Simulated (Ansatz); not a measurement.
# Bi4Mo3, from a guessed structure to a relaxed one

This structure for Bi4Mo3 is made up. Its elements were placed in a known structure type with a cell scaled to their sizes. What cell does the guess relax to, and how far off was it?

Calculated with Ansatz 0.2.0; DFT, r2SCAN, plane-wave PAW, files of the set soft_1, scalar-relativistic, no spin, cell and ions relaxed at zero pressure; PAW set soft_1, in the first sound run; inputs show where later runs differ.

### 1. Set-up

It takes space group R-3m (No. 166, trigonal). The conventional cell has a = 4.067 Å, b = 4.067 Å, c = 37.935 Å, α = 90.00°, β = 90.00°, γ = 120.00°. Nearest to Bi lie 3 Bi at 2.77 Å and 3 Mo at 3.15 Å. Bi has 6 Mo at 2.82 to 3.03 Å nearest. Nearest to Mo lie 6 Bi at 2.82 to 3.15 Å. Nearest to Mo lie 6 Bi at 3.03 Å. Farther neighbours are not listed.

Structure file:

```cif
data_structure
_symmetry_space_group_name_H-M 'R-3m:H'
_symmetry_Int_Tables_number 166
_cell_length_a 4.0670
_cell_length_b 4.0670
_cell_length_c 37.9350
_cell_angle_alpha 90.000
_cell_angle_beta 90.000
_cell_angle_gamma 120.000
_cell_volume 543.40
loop_
_atom_site_label
_atom_site_type_symbol
_atom_site_symmetry_multiplicity
_atom_site_Wyckoff_symbol
_atom_site_fract_x
_atom_site_fract_y
_atom_site_fract_z
_atom_site_occupancy
Bi1 Bi 6 c 0.66667 0.33333 0.18613 1
Bi2 Bi 6 c 0.00000 0.00000 0.28273 1
Mo1 Mo 6 c 0.33333 0.66667 0.24153 1
Mo2 Mo 3 a 0.00000 0.00000 0.00000 1
```

### 2. Relaxing cell and atoms

The guessed cell has no reason to be at equilibrium. It is relaxed with the atoms, within the space group of the guess.

Input file input.yaml:

```yaml
crystal:
  lattice:
    - [2.0335, 1.174041772, 12.645]
    - [-2.0335, 1.174041772, 12.645]
    - [0.0, -2.348083545, 12.645]
  atoms:
    - { symbol: Bi, position: [0.852799993, 0.852799993, 0.852799993] }
    - { symbol: Bi, position: [0.147200007, 0.147200007, 0.147200007] }
    - { symbol: Bi, position: [0.282733327, 0.282733327, 0.282733327] }
    - { symbol: Bi, position: [0.717266673, 0.717266673, 0.717266673] }
    - { symbol: Mo, position: [0.57486666, 0.57486666, 0.57486666] }
    - { symbol: Mo, position: [0.42513334, 0.42513334, 0.42513334] }
    - { symbol: Mo, position: [0.0, 0.0, 0.0] }
kpoints:
  mp_grid: { grid: [8, 8, 8] }
scf:
  occupations: { method: fermi_dirac, width: 0.05 }
hamiltonian:
  xc: r2scan
  pseudopotentials: { kind: paw, azcp: { folder: soft_1 } }
relax:
  f_tol: 0.015
  max_steps: 70
  cell: {}
output:
  forces: true
  stress: true
```

Command:

```bash
$ ansatz run input.yaml --threads 4 --pin off --max-ram 10240MiB --backend cpu --events-out ev --progress --plain --runs-dir out
```

Numbers of over 12 decimals in the logs are rounded to 6 here.

Output:

```text
basis.fft_grid_basis auto: the FFT boxes are laid along the combinations [[1, 0, -1], [0, 1, -1], [0, 0, 1]] of the cell's own vectors, 4.067, 4.067 and 12.861 Å long. The dense box has 30×30×96 points. Along the cell's own vectors, as sized, it would have 96×96×96, 10.24 times as many. Of the 12 symmetry operations that the crystal satisfies within crystal.symmetry.tolerance (time reversal apart; of a slab, those th [...]
Engine: ansatz 0.2.0, aarch64-unknown-linux-gnu
Pseudopotentials: kind: paw
Pseudopotential: Bi, paw, valence charge 15, recommended cutoff 500 eV (meta_gga), soft_1/Bi.paw.azcp
Pseudopotential: Mo, paw, valence charge 14, recommended cutoff 500 eV (meta_gga), soft_1/Mo.paw.azcp
Functional definition: r2SCAN
  parameter k0 = 0.174
  parameter k1 = 0.065
  parameter a1 = 4.9479
  exchange = r2scan_x(k0 = k0, k1 = k1, a1 = a1)
  correlation = r2scan_c
Crystal: 7 atoms, lattice volume = 181.133 Å³
Basis set: ecut = 500 eV, 4655 PW (Γ), FFT grids on a1−a3, a2−a3, a3, exchange–correlation on 120×120×384 points (64 copies of the dense FFT grid, shifted against one another)
Bands: 62, of which v1, the nominal top of the filled ones, is band 51 counted from 1 (50 counted from 0)
Symmetry: 12 space group operations
Space group: R-3m (ITA 166), of the structure as read, at distance tolerance 5.7e-5 Å
k-points: 65 of 512
Non-local potential: Bi, projectors of the file, l = 0: 2, l = 1: 2, l = 2: 2, l = 3: 1
Non-local potential: Mo, projectors of the file, l = 0: 3, l = 1: 2, l = 2: 2, l = 3: 1
PAW form: soft (Blöchl's): semilocal exchange-correlation on the pseudo side does not see the compensation charge
PAW frozen core: Bi, regenerated for the run's functional (the file was generated under x = pbe(κ = 0.804, μ = 0.219515), c = pbe(β = 0.066725))
PAW frozen core: Mo, regenerated for the run's functional (the file was generated under x = pbe(κ = 0.804, μ = 0.219515), c = pbe(β = 0.066725))
PAW one-centre angular grid: Bi, 590 points (default); XC on 160 Gauss nodes
PAW one-centre angular grid: Mo, 590 points (default); XC on 160 Gauss nodes
Initial density: superposition of atomic densities (chi_scale 0.1, normalization cell, long waves kept (reshape's long-wave potential 0.25 eV rms))
Initial wavefunctions: pseudopotential atomic-orbital guess
Functional: x = r2scan, c = r2scan; τ floored in thin density (d = 2e-4 eV/Å³)
SCF iter   1: F=—  HF=-64548.557927 eV  |F-HF|=—  |Δ(HF+E_count)|=         —  Δρ=7.54e-2  dr2=4.60e1  dr2_τ=9.89e-1  ethr=3.10e-3  ⟨swp⟩=7.1  Hψ=15842  notcnv=0
preconditioner: auto → Kerker (q_TF=auto, 2.479 Å⁻¹)  [metal: Δε(μ)=0.003 eV  Ē_g=6.265 eV  σ=0.050 eV  W_gap=0.02  n_scr=50 (ndim 8)  ℏωp=17.0 eV  f_vac=0.000  D(μ)=10.98/eV (n_scr^D=108)]
SCF iter   2: F=—  HF=-64546.743384 eV  |F-HF|=—  |Δ(HF+E_count)|=    1.81e0  Δρ=8.15e-2  dr2=5.65e1  dr2_τ=3.15e0  ethr=3.10e-3  ⟨swp⟩=3.1  Hψ=9150  notcnv=0  defer=27
SCF iter   3: F=—  HF=-64546.209872 eV  |F-HF|=—  |Δ(HF+E_count)|=   5.34e-1  Δρ=5.18e-2  dr2=2.93e1  dr2_τ=1.14e0  ethr=3.10e-3  ⟨swp⟩=3.0  Hψ=8381  notcnv=0  defer=66
SCF iter   4: F=—  HF=-64545.780161 eV  |F-HF|=—  |Δ(HF+E_count)|=   4.30e-1  Δρ=2.26e-2  dr2=4.93e0  dr2_τ=5.64e-3  ethr=3.10e-3  ⟨swp⟩=1.9  Hψ=4219  notcnv=0  defer=66
SCF iter   5: F=—  HF=-64545.768162 eV  |F-HF|=—  |Δ(HF+E_count)|=   1.20e-2  Δρ=8.08e-3  dr2=5.10e-1  dr2_τ=1.53e-2  ethr=3.10e-3  ⟨swp⟩=2.0  Hψ=4527  notcnv=0  defer=62
SCF iter   6: F=—  HF=-64545.773755 eV  |F-HF|=—  |Δ(HF+E_count)|=   5.59e-3  Δρ=3.85e-3  dr2=7.98e-2  dr2_τ=9.16e-4  ethr=5.00e-4  ⟨swp⟩=1.3  Hψ=4333  notcnv=0  defer=58
SCF iter   7: F=—  HF=-64545.772501 eV  |F-HF|=—  |Δ(HF+E_count)|=   1.25e-3  Δρ=1.44e-3  dr2=3.08e-2  dr2_τ=4.67e-4  ethr=7.83e-5  ⟨swp⟩=1.0  Hψ=4015  notcnv=0  defer=58
SCF iter   8: F=—  HF=-64545.772293 eV  |F-HF|=—  |Δ(HF+E_count)|=   2.08e-4  Δρ=4.05e-4  dr2=1.42e-3  dr2_τ=2.37e-5  ethr=3.02e-5  ⟨swp⟩=1.1  Hψ=4052  notcnv=0  defer=56
SCF iter   9: F=—  HF=-64545.772310 eV  |F-HF|=—  |Δ(HF+E_count)|=   1.66e-5  Δρ=2.47e-4  dr2=8.20e-4  dr2_τ=1.63e-5  ethr=1.39e-6  ⟨swp⟩=1.0  Hψ=3972  notcnv=0  defer=56
SCF iter  10: F=—  HF=-64545.772310 eV  |F-HF|=—  |Δ(HF+E_count)|=   7.94e-8  Δρ=1.12e-4  dr2=1.62e-4  dr2_τ=2.95e-6  ethr=8.04e-7  ⟨swp⟩=1.0  Hψ=3972  notcnv=0  defer=56
SCF iter  11: F=—  HF=-64545.772318 eV  |F-HF|=—  |Δ(HF+E_count)|=   8.06e-6  Δρ=2.58e-5  dr2=3.40e-6  dr2_τ=4.36e-8  ethr=1.58e-7  ⟨swp⟩=1.0  Hψ=3972  notcnv=0  defer=56
SCF iter  12: F=—  HF=-64545.772622 eV  |F-HF|=—  |Δ(HF+E_count)|=   3.05e-4  Δρ=2.11e-5  dr2=4.70e-6  dr2_τ=1.25e-7  ethr=3.33e-9  ⟨swp⟩=2.0  Hψ=4636  notcnv=0  defer=56
SCF iter  13: F=—  HF=-64545.772622 eV  |F-HF|=—  |Δ(HF+E_count)|=   6.37e-8  Δρ=4.40e-6  dr2=1.56e-7  dr2_τ=4.85e-9  ethr=3.33e-9  ⟨swp⟩=1.0  Hψ=3972  notcnv=0  defer=56
SCF iter  14: F=-64545.772622 eV  HF=-64545.772622 eV  |F-HF|=3.71e-9  |Δ(HF+E_count)|=   4.66e-9  Δρ=8.74e-7  dr2=5.16e-9  dr2_τ=3.00e-10  ethr=9.80e-11  ⟨swp⟩=3.2  Hψ=10800  notcnv=0
SCF 1 converged in 14 iterations: F = -64545.772622 eV  dr2 = 5.16e-9
  greatest PAW one-centre occupation: 0.999 electrons in one spin orbital (limit 2), on the Mo atom at site 5 (counted from 0), in its partial waves of l = 0
relax step   1: F+E_penalty+E_count = -64545.77262219 eV  Δ(F+E_penalty+E_count) = +0.000e0 eV  max|allowed force component| = 5.588e0 eV/Å  Δτ_max = 0.0000 Å  P = -2.709 GPa  Ω = 181.133 Å³  (14 SCF iters, dr2 threshold 1.00e-7 eV, accepted)
Crystal: 7 atoms, lattice volume = 178.753 Å³
Basis set: ecut = 500 eV, 4589 PW (Γ), FFT grids on a1−a3, a2−a3, a3, exchange–correlation on 120×120×384 points (64 copies of the dense FFT grid, shifted against one another)
Initial density: handed on by an earlier stage of this run
Initial wavefunctions: those handed on with the density
iter 1 solved again at ethr=1.23e-4 eV; its pass at ethr=3.10e-3 eV (dr2=1.25e-1 eV) is discarded
SCF iter   1: F=—  HF=-64546.764965 eV  |F-HF|=—  |Δ(HF+E_count)|=         —  Δρ=6.97e-3  dr2=1.23e-1  dr2_τ=1.30e0  ethr=1.23e-4  ⟨swp⟩=1.6  Hψ=19681  notcnv=0
preconditioner: auto → Kerker (q_TF=auto, 2.485 Å⁻¹)  [metal: Δε(μ)=0.004 eV  Ē_g=15.623 eV  σ=0.050 eV  W_gap=0.02  n_scr=50 (ndim 8)  ℏωp=24.5 eV  f_vac=0.000  D(μ)=14.29/eV (n_scr^D=182)]
SCF iter   2: F=—  HF=-64547.633950 eV  |F-HF|=—  |Δ(HF+E_count)|=   8.69e-1  Δρ=6.20e-3  dr2=5.06e-1  dr2_τ=8.17e-3  ethr=1.21e-4  ⟨swp⟩=3.1  Hψ=8428  notcnv=0  recentre
SCF iter   3: F=—  HF=-64547.627574 eV  |F-HF|=—  |Δ(HF+E_count)|=   6.38e-3  Δρ=4.35e-3  dr2=1.09e-1  dr2_τ=1.76e-3  ethr=1.21e-4  ⟨swp⟩=1.1  Hψ=4045  notcnv=0
[...]
relax step   7: F+E_penalty+E_count = -64550.87498689 eV  Δ(F+E_penalty+E_count) = -1.649e-1 eV  max|allowed force component| = 3.357e-1 eV/Å  Δτ_max = 0.0205 Å  P = +1.316 GPa  Ω = 156.819 Å³  energy of the carried Pulay correction = +2.484e-3 eV  (9 SCF iters, dr2 threshold 7.00e-7 eV, accepted)
relax step   8: F+E_penalty+E_count = -64550.96688739 eV  Δ(F+E_penalty+E_count) = -9.190e-2 eV  max|allowed force component| = 1.687e-1 eV/Å  Δτ_max = 0.0817 Å  P = -0.109 GPa  Ω = 160.014 Å³  energy of the carried Pulay correction = +2.137e-3 eV  (11 SCF iters, dr2 threshold 7.00e-7 eV, accepted)
relax step   9: F+E_penalty+E_count = -64551.03842648 eV  Δ(F+E_penalty+E_count) = -7.154e-2 eV  max|allowed force component| = 8.078e-2 eV/Å  Δτ_max = 0.0822 Å  P = +0.044 GPa  Ω = 160.779 Å³  energy of the carried Pulay correction = +2.055e-3 eV  (12 SCF iters, dr2 threshold 7.00e-7 eV, accepted)
relax step  10: F+E_penalty+E_count = -64551.03677819 eV  Δ(F+E_penalty+E_count) = +1.648e-3 eV  max|allowed force component| = 2.246e-1 eV/Å  Δτ_max = 0.1001 Å  P = +1.085 GPa  Ω = 162.242 Å³  energy of the carried Pulay correction = +1.899e-3 eV  (8 SCF iters, dr2 threshold 4.08e-7 eV, rejected (line search))
relax step  11: F+E_penalty+E_count = -64551.04567368 eV  Δ(F+E_penalty+E_count) = -7.247e-3 eV  max|allowed force component| = 3.219e-2 eV/Å  Δτ_max = 0.0468 Å  P = -0.079 GPa  Ω = 162.196 Å³  energy of the carried Pulay correction = +1.904e-3 eV  (11 SCF iters, accepted)
relax step  12: F+E_penalty+E_count = -64551.04590057 eV  Δ(F+E_penalty+E_count) = -2.269e-4 eV  max|allowed force component| = 1.764e-2 eV/Å  Δτ_max = 0.0108 Å  P = +0.092 GPa  Ω = 162.274 Å³  energy of the carried Pulay correction = +1.896e-3 eV  (6 SCF iters, dr2 threshold 6.48e-8 eV, accepted)
relax step  13: F+E_penalty+E_count = -64551.04593970 eV  Δ(F+E_penalty+E_count) = -3.913e-5 eV  max|allowed force component| = 9.588e-4 eV/Å  Δτ_max = 0.0009 Å  P = -0.002 GPa  Ω = 162.395 Å³  energy of the carried Pulay correction = +1.883e-3 eV  (5 SCF iters, dr2 threshold 3.55e-8 eV, accepted)
relax step  14: F+E_penalty+E_count = -64551.07216679 eV  Δ(F+E_penalty+E_count) = -2.623e-2 eV  max|allowed force component| = 6.982e-4 eV/Å  Δτ_max = 0.0000 Å  P = +0.271 GPa  Ω = 162.395 Å³  stress off target by 7.88e-1 GPa  SCF on the basis re-selected at this cell (its energy is not comparable with the rows above)  (8 SCF iters)
relax step  15: F+E_penalty+E_count = -64551.07835109 eV  Δ(F+E_penalty+E_count) = -6.184e-3 eV  max|allowed force component| = 1.333e-2 eV/Å  Δτ_max = 0.0383 Å  P = +0.013 GPa  Ω = 163.836 Å³  energy of the carried Pulay correction = -1.598e-4 eV  (6 SCF iters, dr2 threshold 7.00e-7 eV, accepted)
relax step  16: F+E_penalty+E_count = -64551.07904905 eV  Δ(F+E_penalty+E_count) = -6.980e-4 eV  max|allowed force component| = 7.933e-3 eV/Å  Δτ_max = 0.0312 Å  P = +0.009 GPa  Ω = 164.777 Å³  energy of the carried Pulay correction = -2.636e-4 eV  (7 SCF iters, dr2 threshold 8.38e-8 eV, accepted)
iter 1 solved again at ethr=7.79e-8 eV; its pass at ethr=3.10e-3 eV (dr2=7.95e-5 eV) is discarded
SCF iter   1: F=—  HF=-64551.079266 eV  |F-HF|=—  |Δ(HF+E_count)|=         —  Δρ=7.25e-5  dr2=3.48e-7  dr2_τ=1.26e-6  ethr=7.79e-8  ⟨swp⟩=4.0  Hψ=27642  notcnv=0
preconditioner: auto → LDOS  [metal: Δε(μ)=0.037 eV  Ē_g=16.276 eV  σ=0.050 eV  W_gap=0.18  n_scr=54 (ndim 8)  ℏωp=25.5 eV  f_vac=0.040  D(μ)=7.62/eV (n_scr^D=74)  β→1.0]
SCF iter   2: F=—  HF=-64551.079345 eV  |F-HF|=—  |Δ(HF+E_count)|=   7.90e-5  Δρ=3.76e-6  dr2=3.07e-8  dr2_τ=1.64e-9  ethr=3.41e-10  ⟨swp⟩=2.5  Hψ=7507  notcnv=0
SCF iter   3: F=—  HF=-64551.079345 eV  |F-HF|=—  |Δ(HF+E_count)|=  8.66e-10  Δρ=2.16e-6  dr2=2.08e-8  dr2_τ=6.40e-10  ethr=3.01e-11  ⟨swp⟩=2.0  Hψ=6585  notcnv=0
SCF iter   4: F=—  HF=-64551.079345 eV  |F-HF|=—  |Δ(HF+E_count)|=   2.92e-9  Δρ=5.87e-7  dr2=6.87e-10  dr2_τ=2.22e-11  ethr=2.04e-11  ⟨swp⟩=2.0  Hψ=5793  notcnv=0
SCF iter   5: F=—  HF=-64551.079345 eV  |F-HF|=—  |Δ(HF+E_count)|=  3.13e-10  Δρ=1.83e-7  dr2=1.42e-10  dr2_τ=4.37e-12  ethr=1.00e-12  ⟨swp⟩=2.0  Hψ=6587  notcnv=0
SCF iter   6: F=-64551.079345 eV  HF=-64551.079345 eV  |F-HF|=7.28e-12  |Δ(HF+E_count)|=  6.55e-11  Δρ=5.63e-8  dr2=7.40e-12  dr2_τ=3.34e-13  ethr=1.00e-12  ⟨swp⟩=4.5  Hψ=12495  notcnv=0
SCF 17 converged in 6 iterations: F = -64551.079345 eV  dr2 = 7.40e-12
relax step  17: F+E_penalty+E_count = -64551.07934489 eV  Δ(F+E_penalty+E_count) = -2.958e-4 eV  max|allowed force component| = 7.967e-3 eV/Å  Δτ_max = 0.0000 Å  P = +0.011 GPa  Ω = 164.777 Å³  stress off target by 3.73e-2 GPa  SCF on the basis re-selected at this cell (its energy is not comparable with the rows above)  (6 SCF iters)
basis re-selected at this cell: Δ(F+E_penalty+E_count) = -2.958e-4 eV, ΔP = +0.001 GPa vs the last step (what re-selecting the basis moved, of the pressure what is left beyond the Pulay correction that the steps carried, after the strain that the cell walked since its last selection, with what the two solves' SCF thresholds leave and, on support functions, any second-order correction that the steps lacked; it is no m [...]
SCF converged after 6 iterations
Free energy (F): -64551.079345 eV
Harris-Foulkes:  -64551.079345 eV  (|F-HF|=7.28e-12)
Internal energy: -64551.016588 eV  (E = F + TS)
E sigma→0 (E₀):  -64551.047967 eV
Entropy (-TS):   -0.062757 eV (-8.965 meV/atom)
Fermi energy:    14.763325 eV
--- Per-component energies (eV) ---
  E_band       = -626.919015
  E_kinetic    = 2283.683824
  E_local      = -10172.456626  (includes V_loc(G=0)·N_el)
  E_nonlocal   = 2088.809510
  E_hartree    = 4047.604141
  E_xc         = -1068.106726
  E_vxc        = -1292.503226  (∫ρ·V_xc dr)
  E_paw        = -52450.369869  (= ΣΔE_a)
  E_vpaw       = -1715.535796  (= ΣTr[D̂ρ^β])
  E_aug_tail   = 0.000625  (compensation charges beyond the density's cutoff)
  E_vtau       = 85.874542  (kinetic-family band-sum trace: ∫τ·v_τ [+ j·A + Jᵃ·Aᵃ] dr)
  E_ewald      = -9283.019311
  E_core_change = 2.837844  (= ΣΔE_core)
  E_smearing   = -0.062757  (= −TS)
  E_closure    = 0.000000  (closes the sum)
  Σ components = -64551.079345   (vs F -64551.079345, Δ=0.00e0)
--- Forces (eV/Å), atoms counted from 1 ---
  atom   1  Bi     0.00000000     0.00000000    -0.00796676
  atom   2  Bi     0.00000000    -0.00000000     0.00796676
  atom   3  Bi     0.00000000    -0.00000000     0.00169561
  atom   4  Bi     0.00000000     0.00000000    -0.00169561
  atom   5  Mo     0.00000000     0.00000000    -0.00142040
  atom   6  Mo     0.00000000    -0.00000000     0.00142040
  atom   7  Mo     0.00000000    -0.00000000    -0.00000000
  max |Σ_I F_I| component: 1.30e-18 eV/Å
--- Stress (GPa, compression-positive) ---
       -0.002714      -0.000000       0.000000
        0.000000      -0.002714      -0.000000
        0.000000      -0.000000       0.037322
  P = ⅓ Tr σ = 0.0106 GPa (0.106 kbar)
--- Relaxed structure (15 steps of the walk, 14 accepted, 2 SCFs on fresh bases) ---
  F+E_penalty+E_count = -64551.07934489 eV   max|allowed force component| = 7.967e-3 eV/Å   (the final SCF, on the basis selected at the relaxed cell)
  cell:  # Å, volume = 164.7772 Å³
    - [1.678019, 0.968805, 16.893226]
    - [-1.678019, 0.968805, 16.893226]
    - [0, -1.937610, 16.893226]
  atoms:
    - { symbol: Bi, position: [0.873463, 0.873463, 0.873463] }
    - { symbol: Bi, position: [0.126537, 0.126537, 0.126537] }
    - { symbol: Bi, position: [0.290766, 0.290766, 0.290766] }
    - { symbol: Bi, position: [0.709234, 0.709234, 0.709234] }
    - { symbol: Mo, position: [0.581712, 0.581712, 0.581712] }
    - { symbol: Mo, position: [0.418288, 0.418288, 0.418288] }
    - { symbol: Mo, position: [1.9434756222476023e-19, 1.943475622247599e-19, 1.9434756221725975e-19] }
```

Wall time 5 min (4 threads of Arm Neoverse V2, shared host); peak memory 1.3 GiB; 20 min of CPU time.

The steps of the relaxation:

```tsv
step	energy less that of the first step (eV)	largest force component (eV/Å)	pressure (GPa)	volume (Å³)
1	0.0000	5.5878	-2.71	181.13
2	-1.8552	3.0339	-4.84	178.75
3	-3.3969	0.8206	-0.55	167.28
4	-4.0917	0.4329	1.25	163.55
5	-4.5761	0.2568	1.20	161.10
6	-4.9375	0.0633	0.74	159.12
7	-5.1024	0.3357	1.32	156.82
8	-5.1943	0.1687	-0.11	160.01
9	-5.2658	0.0808	0.04	160.78
10	-5.2642	0.2246	1.08	162.24
11	-5.2731	0.0322	-0.08	162.20
12	-5.2733	0.0176	0.09	162.27
13	-5.2733	0.0010	0.00	162.40
14*	-5.2995	0.0007	0.27	162.40
15	-5.3057	0.0133	0.01	163.84
16	-5.3064	0.0079	0.01	164.78
17*	-5.3067	0.0080	0.01	164.78
```

Relaxation steps marked * repeat the geometry before them on a plane-wave basis chosen anew for their cell, so energy and pressure can jump there. Relaxation step 10 was tried and not accepted.

The run keeps the 12 symmetry operations that it works with, so distortions that break them were not tested.

```tsv
cell as run	before	after	change
a (Å)	12.861	17.004	+32.2 %
b (Å)	12.861	17.004	+32.2 %
c (Å)	12.861	17.004	+32.2 %
α (°)	18.19	11.33	-37.7 %
β (°)	18.19	11.33	-37.7 %
γ (°)	18.19	11.33	-37.7 %
volume (Å³/atom)	25.88	23.54	-9.0 %
```

The atoms that moved most (Å, as changes of fractional coordinates times the final cell):

```tsv
atom	dx	dy	dz	length
Bi1	0.000	0.000	1.047	1.047
Bi2	0.000	0.000	-1.047	1.047
Bi4	0.000	0.000	-0.407	0.407
Bi3	0.000	0.000	0.407	0.407
Mo6	0.000	0.000	-0.347	0.347
Mo5	0.000	0.000	0.347	0.347
```

Final coordinates:

```cif
data_structure
_symmetry_space_group_name_H-M 'P 1'
_symmetry_Int_Tables_number 1
_cell_length_a 17.0040
_cell_length_b 17.0040
_cell_length_c 17.0040
_cell_angle_alpha 11.327
_cell_angle_beta 11.327
_cell_angle_gamma 11.327
_cell_volume 164.78
loop_
_atom_site_label
_atom_site_type_symbol
_atom_site_fract_x
_atom_site_fract_y
_atom_site_fract_z
_atom_site_occupancy
Bi1 Bi 0.87346 0.87346 0.87346 1
Bi2 Bi 0.12654 0.12654 0.12654 1
Bi3 Bi 0.29077 0.29077 0.29077 1
Bi4 Bi 0.70923 0.70923 0.70923 1
Mo5 Mo 0.58171 0.58171 0.58171 1
Mo6 Mo 0.41829 0.41829 0.41829 1
Mo7 Mo 0.00000 0.00000 0.00000 1
```

Numbers from this step:

```yaml
free_energy: -64551.0793 eV
energy_at_zero_smearing: -64551.0480 eV
smearing_term_ts: 0.06276 eV
fermi_energy: 14.76 eV
electrons: 102
symmetry_operations: 12
pressure: 0.01063 GPa
```

The shortest distance of each pair, which need not be the same contact before and after:

```tsv
pair	guess (Å)	relaxed (Å)
Bi–Mo	2.821	2.863
Bi–Bi	2.774	3.356
Mo–Mo	4.067	3.356
```

The relaxation ends with a largest force component of 0.0080 eV/Å and a pressure of 0.01 GPa.

[end of part 1 of 2]

[Logs are printed without paths, hosts, clocks, repeated set-up lines and the standing remarks that a program may print on its own settings, such as how far it seeks lower states.]

[Hosts, paths, dates, database ids (printed as entryN), source tags and the programs' standing remarks are cut or masked in the printed files.]
